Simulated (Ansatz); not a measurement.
# Squeezing and shearing amorphous Si (132 atoms), part 2 of 3

Aim: relax amorphous Si (132 atoms), then change its volume and shape to read moduli from the stress.

Ansatz 0.2.0; Kohn-Sham DFT, LDA, PAW (set soft_2), plane waves.

The cell: 132 Si. The quench rate of 20 K/ps is many orders above laboratory rates. The starting topology of bonds comes from the classical model. Only the Γ point is sampled.

So far. Step 2 (Single point at the start): The r.m.s. force at the start is 0.46 eV/Å. Step 3 (Cell and atoms relaxed): The relaxation converged after 10 steps, with a largest force component of 0.016 eV/Å.

## Step 4: Single point at the relaxed geometry

One more single point at the end of the walk gives the fuller output and checks the residual forces.

Contents of input.yaml:

```yaml
crystal:
  lattice:
    - [13.61763, 0.11957, -0.01956]
    - [0.11957, 13.91676, 0.21611]
    - [-0.01956, 0.21611, 13.7305]
  atoms:
    - { symbol: Si, position: [0.09968, 0.18928, 0.36417] }
    - { symbol: Si, position: [0.10461, 0.99989, 0.78969] }
    - { symbol: Si, position: [0.17761, 0.14204, 0.14718] }
    - { symbol: Si, position: [0.22639, 0.30118, 0.13881] }
    - { symbol: Si, position: [0.64411, 0.76276, 0.15471] }
    - { symbol: Si, position: [0.6985, 0.07368, 0.08294] }
    [... 120 atom lines left out ...]
    - { symbol: Si, position: [0.22518, 0.53184, 0.67515] }
    - { symbol: Si, position: [0.53804, 0.86759, 0.2329] }
    - { symbol: Si, position: [0.09674, 0.39094, 0.06848] }
    - { symbol: Si, position: [0.63491, 0.01264, 0.79113] }
    - { symbol: Si, position: [0.86436, 0.12911, 0.85131] }
    - { symbol: Si, position: [0.27778, 0.37339, 0.71545] }
kpoints:
  mp_grid: { grid: [1, 1, 1] }
hamiltonian:
  xc: lda
scf:
  occupations: { method: gaussian, width: 0.05 }
output:
  forces: true
  stress: true
  populations: intrinsic
  dos:
    method: { smearing: { sigma: 0.08 } }
    de: 0.1
    projected: { site_lists: { Si: [Si] } }
  eigenvalues: true
  write_density: true
  write_potential: true
  volumetric_format: npy
```

Started as:

```
$ ansatz run input.yaml --threads 4 --pin off --max-ram 8192MiB --backend cpu --events-out ev --progress --plain --runs-dir out
```

Numbers of over 12 decimals in the logs are rounded to 6 here.

What it wrote:

```text
[...]
Crystal: 132 atoms, lattice volume = 2601.274 Å³
Basis set: ecut = 420 eV, 50823 PW (Γ)
Bands: 396, of which v1, the nominal top of the filled ones, is band 264 counted from 1 (263 counted from 0)
Symmetry: 1 space group operations
[...]
k-points: 1
[...]
SCF iter   1: F=—  HF=-80315.816866 eV  |F-HF|=—  |Δ(HF+E_count)|=         —  Δρ=4.67e-3  dr2=1.12e0  ethr=1.77e-3  ⟨swp⟩=6.0  Hψ=1830  notcnv=0  defer=68
[...]
SCF iter   8: F=-80315.589748 eV  HF=-80315.589748 eV  |F-HF|=1.11e-8  |Δ(HF+E_count)|=   6.23e-9  Δρ=4.24e-7  dr2=2.06e-8  ethr=1.89e-11  ⟨swp⟩=18.0  Hψ=3629  notcnv=0
SCF 1 converged in 8 iterations: F = -80315.589748 eV  dr2 = 2.06e-8
[...]
SCF converged after 8 iterations
Free energy (F): -80315.589748 eV
[...]
Internal energy: -80315.588973 eV  (E = F + TS)
E sigma→0 (E₀):  -80315.589360 eV
Entropy (-TS):   -0.000775 eV (-0.006 meV/atom)
Fermi energy:    6.545895 eV
[...]
--- Forces (eV/Å), atoms counted from 1 ---
  atom   1  Si     0.00654242     0.00108684     0.00012174
  atom   2  Si     0.00107246     0.00018707     0.00107884
  atom   3  Si     0.01068681     0.00631825     0.00825853
  atom   4  Si    -0.00269284    -0.00276918     0.00104759
  atom   5  Si     0.00014842     0.00438461    -0.00140542
  atom   6  Si     0.00298951    -0.00333939    -0.00007401
  atom   7  Si     0.00596948    -0.00790187     0.00139828
  atom   8  Si     0.00274589    -0.00438522    -0.00166748
  atom   9  Si     0.00713850     0.00078603    -0.00422283
  atom  10  Si     0.00058007    -0.00287154     0.00000199
  atom  11  Si     0.00394136     0.00025632     0.00211217
  atom  12  Si     0.00121011     0.00014445     0.00121012
  atom  13  Si    -0.00206400    -0.00042856    -0.00046403
  atom  14  Si     0.00115185    -0.00215752     0.00225222
[...]
atom 131  Si    -0.00334336     0.00080790    -0.00062561
  atom 132  Si    -0.00128863     0.00227824     0.00107353
  max |Σ_I F_I| component: 6.16e-5 eV/Å
--- Stress (GPa, compression-positive) ---
        0.011085      -0.015777       0.004638
       -0.015777       0.005541      -0.015030
        0.004638      -0.015030       0.001475
  P = ⅓ Tr σ = 0.0060 GPa (0.060 kbar)
--- Band table (eV) ---
[...]
--- intrinsic populations: 132 sites ---
  site symbol       q [e]
     0     Si      4.0087
     1     Si      4.0241
     2     Si      3.9434
[...]
131     Si      4.0181
  spilling = 0.000000 (of n_electrons = 528.000000)
```

Run time: 53 s. Hardware: 4 threads of Arm Neoverse V1, shared host; peak memory 2.7 GiB; 3.4 min of CPU time.

The run gave:

| Quantity | Value |
| --- | --- |
| free energy | -80315.5897 eV |
| free energy per atom | -608.4514 eV/atom |
| SCF cycles | 8 |
| pressure | 0.006034 GPa |
| r.m.s. force component | 0.00274 eV/Å |
| longest force | 0.01659 eV/Å |
| Fermi energy | 6.546 eV |
| gap (highest filled to lowest empty level) | 0.2073 eV |

Intrinsic-atomic-orbital charges by element and coordination:

```
element  coordination  atoms  mean charge (e)  spread    least    most
     Si           all    132                0  0.0265  -0.0703  0.0838
     Si             4    126            0.001  0.0251  -0.0685  0.0838
     Si             5      6          -0.0205  0.0417  -0.0703  0.0599
```

Density of states as counts of states in windows of 1 eV (from the Fermi level), total and the larger projections:

```
from (eV)  to (eV)  total  Si p  Si s
      -14      -13    0.0   0.0   0.0
      -13      -12    9.5   1.8   7.6
      -12      -11   26.9   7.8  19.0
      -11      -10   27.2   9.0  18.1
      -10       -9   49.1  17.5  31.3
       -9       -8   31.9  13.2  18.5
       -8       -7   28.6  13.9  14.5
       -7       -6   39.9  22.6  17.0
       -6       -5   35.1  24.1  10.7
       -5       -4   56.3  47.9   7.8
       -4       -3   65.8  59.0   6.1
       -3       -2   76.9  70.8   4.9
       -2       -1   63.2  58.5   3.4
       -1        0   18.0  15.6   1.8
        0        1   36.8  24.0   9.1
        1        2   73.3  45.7  16.9
        2        3   85.5  53.7  14.4
```

The curve was stored every 0.100 eV, coarse against its broadening of 0.08 eV, so these counts are rough.

The levels nearest the highest filled one (over half full), pooled over k-points and spins:

```
level less the highest filled one (eV)  occupation
                                -0.663           2
                                -0.609           2
                                -0.570           2
                                -0.455           2
                                -0.171           2
                                     0        2.00
                                 0.207       0.003
                                 0.249           0
                                 0.296           0
                                 0.436           0
                                 0.512           0
                                 0.599           0
```

Valence density in the ac plane at fractional y = 0.128, with atoms of Si within 0.2 Å of it. It is the smooth field of the valence electrons, not physical close to the nuclei.

Ten even steps from '0' (0.02 e/Å³) to '9' (0.56 e/Å³), each cell a mean:
```
33455688765554554320000125664211123443
11123568854664322110000145445654444321
00001235555652111111001246437998545521
00000112456421000122111235555676214521
00122211122110001355432112222357765310
01356532100001124655653110001247974210
24653454211112235632453100012466764211
57864687544443334567863100013674467544
79876689757763222357863100012466689975
36532356414652101246665310001122345741
54211136765421001245456420000000012455
32101246875210012356777420000000001234
11112466764211234444444310000001221111
01235897654334677654333210000124653210
12357987543346998666666531000147974210
23566543211234555457744542000124543111
46764211001122221235522542000001211123
55764211111221100013566531000000011245
21587544444321100001343211111000011356
66788755775322100011122112233211011246
65456633564211121111111124676421112356
64336897531112344321001135897421124556
66557886310013588531000124664210135522
77776675422224688531000024553100125655
```
Columns run along a (13.6 Å), rows up along c (13.7 Å). Atoms in or near the plane, at fractional coordinates: Si at (0.18, 0.15), Si at (0.24, 0.60), Si at (0.96, 0.05), Si at (0.98, 0.60), Si at (0.02, 0.23), Si at (0.57, 0.32), Si at (0.50, 0.73), Si at (0.86, 0.85).

Electrostatic potential energy in the ac plane at fractional y = 0.128, with atoms of Si within 0.2 Å of it. With pseudopotentials it is smooth inside the atoms' cores, unlike the true potential.

Values in eV, 13 rows by 16 columns, each cell a mean:
```
  7  -2  -7  -9 -19   3   2   6  10   9  -2 -21   2   6   5   5
 10   9   8 -11 -25   4   9   9   9   9  -7 -31  -4 -29 -26   6
  9   6   6   8   8   9   9   0  -4   7   8   7   6 -16 -13   7
  4 -30 -23   6   8   7   6 -25 -39   2   9   9  -1 -23   0   8
-12 -10  -7 -13 -13   5   7   3  -4   5   9   9  -1 -24  -3 -20
-18   7   6 -26 -26   6  10   3 -33 -15   8  10   9   8   3 -30
  8   9   4  -4   4   9   8   5  -3   2   9  10  10   9   9   7
  8   3  -1 -10   5   4   0  -3   4   4   8  10   8   4   6   9
  6  -1   3   8   8   3   5   5 -19 -39   0  10   9   6   7   9
-32  -6   7   8   8   7   9   9  -4 -15   5  10  10   9   8  -5
-28  -6 -21 -19   4   6   9   9   8   7   8   7   8   9   8  -3
 -1   5 -20 -18   7   8   5   6   9   8   2  -5   5   9   2 -17
 -9  -5 -11   6   8   7   0   5  10   9   4   0   7   9  -6 -40
```
Columns run along a (13.6 Å; values clipped at the 3rd and 97th percentile), rows up along c (13.7 Å). Atoms in or near the plane, at fractional coordinates: Si at (0.18, 0.15), Si at (0.24, 0.60), Si at (0.96, 0.05), Si at (0.98, 0.60), Si at (0.02, 0.23), Si at (0.57, 0.32), Si at (0.50, 0.73), Si at (0.86, 0.85).

Between filled and empty levels lie 0.207 eV (at Γ alone); a local or semilocal functional tends to put such gaps too low. In a disordered cell it changes from sample to sample, and tail or defect levels can set it. Intrinsic-atomic-orbital charges run from -0.07 to +0.08 e. Within 0.4 eV of the Fermi level the largest share is Si p (76 % of the projected weight).

## Step 5: Volume -3 %

The relaxed cell is scaled evenly and the atoms are relaxed again; the stress at the end gives one point of P(V).

input.yaml, the sections that differ from step 4:

```yaml
crystal:
  lattice:
    - [13.48007, 0.11836, -0.01936]
    - [0.11836, 13.77618, 0.21393]
    - [-0.01936, 0.21393, 13.5918]
  atoms:
    [... the 132 atom lines of step 4 ...]
output:
  forces: true
  eigenvalues: true
  stress: true
relax:
  f_tol: 0.05
  max_steps: 70
# kpoints, hamiltonian, scf: as in step 4
```

What it wrote:

```text
Warning: output.stress: scf.convergence.dr2_threshold = 1e-7 eV (the SCF's general default) is looser than the 1.08e-8 eV advised for a printed stress (1e-10 eV for each atom of the cell: 132, of which 108 are counted). What an SCF threshold leaves in a stress goes as its square root, and in the free energy as the threshold itself, and one threshold admits the most on a small cell: [...]
[...]
Crystal: 132 atoms, lattice volume = 2523.236 Å³
Basis set: ecut = 420 eV, 49297 PW (Γ)
Bands: 396, of which v1, the nominal top of the filled ones, is band 264 counted from 1 (263 counted from 0)
Symmetry: 1 space group operations
[...]
k-points: 1
[...]
SCF iter   1: F=—  HF=-80315.118864 eV  |F-HF|=—  |Δ(HF+E_count)|=         —  Δρ=4.77e-3  dr2=1.16e0  ethr=1.77e-3  ⟨swp⟩=6.0  Hψ=1888  notcnv=0  defer=68
[...]
SCF iter   6: F=-80314.879116 eV  HF=-80314.879117 eV  |F-HF|=8.21e-7  |Δ(HF+E_count)|=   1.82e-6  Δρ=5.33e-6  dr2=2.17e-6  ethr=3.80e-9  ⟨swp⟩=12.0  Hψ=2532  notcnv=0
SCF 1 converged in 6 iterations: F = -80314.879116 eV  dr2 = 2.17e-6
[...]
relax step   1: F+E_penalty+E_count = -80314.87911595 eV  Δ(F+E_penalty+E_count) = +0.000e0 eV  max|allowed force component| = 2.131e-1 eV/Å  Δτ_max = 0.0000 Å  (6 SCF iters, dr2 threshold 6.25e-5 eV, accepted)
[...]
relax step   2: F+E_penalty+E_count = -80314.97249961 eV  Δ(F+E_penalty+E_count) = -9.338e-2 eV  max|allowed force component| = 1.031e-1 eV/Å  Δτ_max = 0.0307 Å  (7 SCF iters, dr2 threshold 2.84e-6 eV, accepted)
[...]
relax step   3: F+E_penalty+E_count = -80315.00486167 eV  Δ(F+E_penalty+E_count) = -3.236e-2 eV  max|allowed force component| = 3.891e-2 eV/Å  Δτ_max = 0.0397 Å  (8 SCF iters, accepted)
SCF converged after 8 iterations
Free energy (F): -80315.004862 eV
[...]
Internal energy: -80315.004565 eV  (E = F + TS)
E sigma→0 (E₀):  -80315.004713 eV
Entropy (-TS):   -0.000297 eV (-0.002 meV/atom)
Fermi energy:    6.870152 eV
[...]
--- Forces (eV/Å), atoms counted from 1 ---
  atom   1  Si    -0.00400499     0.02041275    -0.01021834
  atom   2  Si     0.00867526     0.00555381    -0.01324935
  atom   3  Si    -0.00104609    -0.00452797     0.00024957
  atom   4  Si    -0.00344531    -0.00369793     0.01370359
  atom   5  Si    -0.01515986    -0.00361313     0.00004558
  atom   6  Si     0.00069134     0.00116190    -0.00491786
  atom   7  Si    -0.00063178     0.00022843    -0.01429290
  atom   8  Si    -0.00042767     0.01099520     0.01218886
  atom   9  Si    -0.00781900     0.00584742    -0.01304067
  atom  10  Si     0.00108945    -0.00951432    -0.00338882
  atom  11  Si     0.00181737    -0.00365543    -0.01175526
  atom  12  Si    -0.00291571     0.00672659     0.01350997
  atom  13  Si    -0.00135978     0.00522358     0.00408651
  atom  14  Si    -0.00109706    -0.00035886    -0.00239273
[...]
atom 131  Si    -0.00894123    -0.00587375     0.00712902
  atom 132  Si    -0.00400420    -0.00687359    -0.00824312
  max |Σ_I F_I| component: 7.82e-5 eV/Å
--- Stress (GPa, compression-positive) ---
        2.435271      -0.028787      -0.070969
       -0.028787       2.492630      -0.048660
       -0.070969      -0.048660       2.436091
  P = ⅓ Tr σ = 2.4547 GPa (24.547 kbar)
--- Band table (eV) ---
[...]
--- Relaxed structure (3 steps of the walk, 3 accepted, 0 SCFs on fresh bases) ---
  F+E_penalty+E_count = -80315.00486167 eV   max|allowed force component| = 3.891e-2 eV/Å
  atoms:
    - { symbol: Si, position: [0.099268, 0.188724, 0.363519] }
    - { symbol: Si, position: [0.105601, 1.001258, 0.790932] }
    - { symbol: Si, position: [0.176670, 0.141714, 0.146386] }
    - { symbol: Si, position: [0.226797, 0.300965, 0.139032] }
[...]
- { symbol: Si, position: [0.278061, 0.375246, 0.715240] }
```

It took 1.8 min on 4 threads; peak memory 2.7 GiB.

The program notes that the SCF threshold is loose for the stress.

The relaxation converged after 3 steps, 0.126 eV below its start, with a largest force component of 0.039 eV/Å.

Volume -3 %: the energy stands 0.585 eV above that of the reference, at a pressure of 2.45 GPa.

## Step 6: Volume +3 %

The relaxed cell is scaled to another volume.

input.yaml, the sections that differ from step 5:

```yaml
crystal:
  lattice:
    - [13.75247, 0.12075, -0.01975]
    - [0.12075, 14.05456, 0.21825]
    - [-0.01975, 0.21825, 13.86645]
  atoms:
    [... the 132 atom lines of step 4 ...]
# kpoints, hamiltonian, scf, output, relax: as in step 5
```

What it wrote:

```text
[...]
Crystal: 132 atoms, lattice volume = 2679.312 Å³
Basis set: ecut = 420 eV, 52401 PW (Γ)
Bands: 396, of which v1, the nominal top of the filled ones, is band 264 counted from 1 (263 counted from 0)
Symmetry: 1 space group operations
[...]
k-points: 1
[...]
SCF iter   1: F=—  HF=-80315.173847 eV  |F-HF|=—  |Δ(HF+E_count)|=         —  Δρ=4.59e-3  dr2=1.09e0  ethr=1.77e-3  ⟨swp⟩=6.0  Hψ=1828  notcnv=0  defer=68
[...]
SCF iter   5: F=-80314.956916 eV  HF=-80314.956921 eV  |F-HF|=4.60e-6  |Δ(HF+E_count)|=   1.50e-6  Δρ=1.79e-5  dr2=2.19e-5  ethr=4.47e-8  ⟨swp⟩=3.0  Hψ=587  notcnv=0  defer=122
SCF iter   6: F=-80314.956922 eV  HF=-80314.956923 eV  |F-HF|=6.90e-7  |Δ(HF+E_count)|=   2.06e-6  Δρ=4.98e-6  dr2=2.05e-6  ethr=4.15e-9  ⟨swp⟩=12.0  Hψ=2320  notcnv=0
SCF 1 converged in 6 iterations: F = -80314.956922 eV  dr2 = 2.05e-6
[...]
relax step   1: F+E_penalty+E_count = -80314.95692200 eV  Δ(F+E_penalty+E_count) = +0.000e0 eV  max|allowed force component| = 1.767e-1 eV/Å  Δτ_max = 0.0000 Å  (6 SCF iters, dr2 threshold 6.25e-5 eV, accepted)
[...]
relax step   2: F+E_penalty+E_count = -80315.04202179 eV  Δ(F+E_penalty+E_count) = -8.510e-2 eV  max|allowed force component| = 8.346e-2 eV/Å  Δτ_max = 0.0331 Å  (7 SCF iters, accepted)
[...]
relax step   3: F+E_penalty+E_count = -80315.06298032 eV  Δ(F+E_penalty+E_count) = -2.096e-2 eV  max|allowed force component| = 4.626e-2 eV/Å  Δτ_max = 0.0319 Å  (6 SCF iters, accepted)
SCF converged after 6 iterations
Free energy (F): -80315.062980 eV
[...]
Internal energy: -80315.061077 eV  (E = F + TS)
E sigma→0 (E₀):  -80315.062029 eV
Entropy (-TS):   -0.001903 eV (-0.014 meV/atom)
Fermi energy:    6.232227 eV
[...]
Σ components = -80315.062980   (vs F -80315.062980, Δ=0.00e0)
--- Forces (eV/Å), atoms counted from 1 ---
  atom   1  Si     0.00945147    -0.01755037     0.00292340
  atom   2  Si    -0.00488309    -0.00435563     0.00432940
  atom   3  Si     0.00313604     0.00567370    -0.00015818
  atom   4  Si     0.00587461     0.00399775    -0.01110709
[...]
atom 132  Si     0.00236253     0.00549670     0.00289744
  max |Σ_I F_I| component: 1.61e-4 eV/Å
--- Stress (GPa, compression-positive) ---
       -2.101520      -0.009131       0.069803
       -0.009131      -2.174851       0.013937
        0.069803       0.013937      -2.129069
  P = ⅓ Tr σ = -2.1351 GPa (-21.351 kbar)
--- Band table (eV) ---
[...]
--- Relaxed structure (3 steps of the walk, 3 accepted, 0 SCFs on fresh bases) ---
  F+E_penalty+E_count = -80315.06298032 eV   max|allowed force component| = 4.626e-2 eV/Å
  atoms:
    - { symbol: Si, position: [0.100022, 0.189670, 0.364295] }
    - { symbol: Si, position: [0.103795, 0.998805, 0.788571] }
    - { symbol: Si, position: [0.178581, 0.142371, 0.147940] }
    - { symbol: Si, position: [0.225950, 0.301361, 0.138725] }
[...]
- { symbol: Si, position: [0.277376, 0.372000, 0.715554] }
```

The job ended after 1.8 min (4 threads; peak memory 2.8 GiB).

The relaxation converged after 3 steps, 0.106 eV below its start, with a largest force component of 0.046 eV/Å.

Volume +3 %: the energy stands 0.527 eV above that of the reference, at a pressure of -2.14 GPa.

## Step 7: Volume -6 %

The relaxed cell is scaled to another volume.

Input and log are left out; they have the form of those shown for this kind of step.

Elapsed: 4.9 min, on 4 threads of Arm Neoverse V1, shared host; peak memory 2.6 GiB; 19 min of CPU time.

The relaxation converged after 9 steps, 0.646 eV below its start, with a largest force component of 0.026 eV/Å.

Volume -6 %: the energy stands 2.35 eV above that of the reference, at a pressure of 4.89 GPa.

## Step 8: Volume +6 %

The relaxed cell is scaled to another volume.

Input and log are left out; they have the form of those shown for this kind of step.

It took 3.2 min on 4 threads of Arm Neoverse V1, shared host; peak memory 2.9 GiB.

The relaxation converged after 5 steps, 0.395 eV below its start, with a largest force component of 0.038 eV/Å.

Volume +6 %: the energy stands 2.02 eV above that of the reference, at a pressure of -3.97 GPa.

(Part 2 of 3 ends here.)

[Logs are printed without paths, hosts, clocks, repeated set-up lines and the standing remarks that a program may print on its own settings, such as how far it seeks lower states.]

[Hosts, paths, dates, database ids (printed as entryN), source tags and the programs' standing remarks are cut or masked in the printed files.]
